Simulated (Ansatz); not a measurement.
# How TiC (Fm-3m) expands on warming, part 5 of 5

Aim: the lattice, expansion, heat capacity and bulk modulus of TiC as it warms.

Measurements to reproduce:
- heat capacity C_P per formula unit 33.9 J/mol/K near room temperature (given in “High-Throughput Prediction of Finite-Temperature Properties using the Quasi-Harmonic Approximation”, 2016, arXiv:1603.06924)

Ansatz 0.2.0; DFT LDA, scalar-relativistic, plane waves, PAW (the session's first sound run).

So far, isothermal bulk modulus at 298 K (GPa): step 6 (the quasi-harmonic study, functional LDA, q-mesh 2×2×2) 272; step 7 (phonons on strained cells, q-mesh 4×4×4, LDA) 272; step 9 (phonons on strained cells, q-mesh 4×4×4 (run 2), PBE) 240. Also principal linear expansion coefficients at 298 K (× 1e-6/K): step 6 5.60; step 7 5.46.

The database entry behind the starting cell differs from later determinations by our own check (0.1 to 0.3 % short, probably kX units), so it need not match the best structure at ambient conditions.

### 10. The series together

Times are for 8 threads of Arm Neoverse V2, shared host. Results by setting:

```
no.  functional  cutoff (eV)    k-mesh  q-mesh  method  pressure (GPa)  volume expansion coefficient at 298 K (1e-6/K)  C_P at 298 K (J/mol-atom/K)  isothermal bulk modulus at 298 K (GPa)     time  memory (GiB)
  1         lda        487.2  16×16×16   2×2×2    dfpt               0                                           16.81                        17.05                                   271.6  1.9 min           1.1
  2         lda        487.2  16×16×16   4×4×4    dfpt               0                                           16.38                        16.95                                   271.8  9.6 min           3.0
  3         pbe        487.2  16×16×16   4×4×4    dfpt               0                                           19.35                        17.63                                   240.1   11 min           3.2
```

The runs together, line volume. Table of expansion coefficient, volume by temperature; values in 1e-6/K:

```
temperature (K)  lda, 487.2, 16×16×16, 2×2×2, dfpt, 0  lda, 487.2, 16×16×16, 4×4×4, dfpt, 0  pbe, 487.2, 16×16×16, 4×4×4, dfpt, 0
              0                                     0                                     0                                     0
             50                                  0.36                                  0.39                                  0.59
            100                                  3.53                                  3.51                                  4.71
            150                                  7.81                                  7.65                                  9.65
            200                                  11.6                                  11.3                                  13.8
            250                                  14.6                                  14.2                                  17.0
            298                                  16.8                                  16.4                                  19.4
            300                                  16.9                                  16.4                                  19.4
            350                                  18.6                                  18.1                                  21.2
            400                                  19.9                                  19.4                                  22.6
            450                                  20.9                                  20.4                                  23.7
            500                                  21.8                                  21.2                                  24.6
            550                                  22.4                                  21.9                                  25.3
            600                                  23.0                                  22.5                                  26.0
            650                                  23.5                                  23.0                                  26.6
            700                                  24.0                                  23.4                                  27.1
            750                                  24.4                                  23.8                                  27.6
            800                                  24.8                                  24.2                                  28.0
            850                                  25.1                                  24.5                                  28.4
            900                                  25.5                                  24.9                                  28.9
            950                                  25.8                                  25.2                                  29.3
           1000                                  26.1                                  25.5                                  29.7
           1050                                  26.4                                  25.8                                  30.1
           1100                                  26.8                                  26.1                                  30.5
           1150                                  27.1                                  26.4                                  30.9
           1200                                  27.4                                  26.7                                  31.3
```

The runs together, line C_P. Heat capacity, C_P against temperature; values in J/mol-atom/K:

```
temperature (K)  lda, 487.2, 16×16×16, 2×2×2, dfpt, 0  lda, 487.2, 16×16×16, 4×4×4, dfpt, 0  pbe, 487.2, 16×16×16, 4×4×4, dfpt, 0
              0                                     0                                     0                                     0
             50                                  0.36                                 0.433                                 0.551
            100                                  3.41                                  3.54                                  4.09
            150                                  7.70                                  7.75                                  8.52
            200                                  11.6                                  11.6                                  12.4
            250                                  14.8                                  14.7                                  15.4
            298                                  17.1                                  17.0                                  17.6
            300                                  17.1                                  17.0                                  17.7
            350                                  18.9                                  18.8                                  19.4
            400                                  20.2                                  20.1                                  20.6
            450                                  21.2                                  21.1                                  21.6
            500                                  22.0                                  21.9                                  22.3
            550                                  22.6                                  22.6                                  22.9
            600                                  23.2                                  23.1                                  23.4
            650                                  23.6                                  23.5                                  23.9
            700                                  24.0                                  23.9                                  24.2
            750                                  24.3                                  24.2                                  24.5
            800                                  24.6                                  24.5                                  24.8
            850                                  24.8                                  24.7                                  25.1
            900                                  25.0                                  25.0                                  25.3
            950                                  25.2                                  25.2                                  25.5
           1000                                  25.4                                  25.4                                  25.7
           1050                                  25.6                                  25.5                                  25.9
           1100                                  25.8                                  25.7                                  26.1
           1150                                  26.0                                  25.9                                  26.3
           1200                                  26.1                                  26.0                                  26.4
```

### 11. Results

```
settings of these figures                        : PBE, 487.2 eV, k 16×16×16, q 4×4×4
volume expansion coefficient at 298 K            : 19.35 1e-6/K
C_P at 298 K                                     : 17.63 J/mol-atom/K
entropy at 298 K                                 : 13.02 J/mol-atom/K
isothermal bulk modulus at 298 K                 : 240.1 GPa
Grüneisen parameter at 298 K                     : 1.646
volume at 298 K                                  : 10.28 Å³/atom
principal linear expansion coefficients at 298 K : 6.45, 6.45, 6.45 1e-6/K
```

Near room temperature TiC expands by 19.4 × 10⁻⁶/K in volume by PBE, with C_P = 17.6 J/(mol K) per mole of atoms and B_T = 240 GPa. C_P at room temperature is 71 % of the classical 3R an atom, so the stiffest modes are still partly frozen out. In this metal the study includes the electrons' free energy, which adds a term that grows with temperature, so the heat capacities need not level off at 3R. A measured heat capacity per formula unit near room temperature is 33.9 J/mol/K (arXiv:1603.06924); the calculated 35.3 J/mol/K differs by +4 %. The levels of theory differ by up to 3.0 × 10⁻⁶/K in the volume expansion at 298 K.

[Logs are printed without paths, hosts, clocks, repeated set-up lines and the standing remarks that a program may print on its own settings, such as how far it seeks lower states.]

[Hosts, paths, dates, database ids (printed as entryN), source tags and the programs' standing remarks are cut or masked in the printed files.]

[A step with changed settings may run another functional than the one named; its input shows which.]
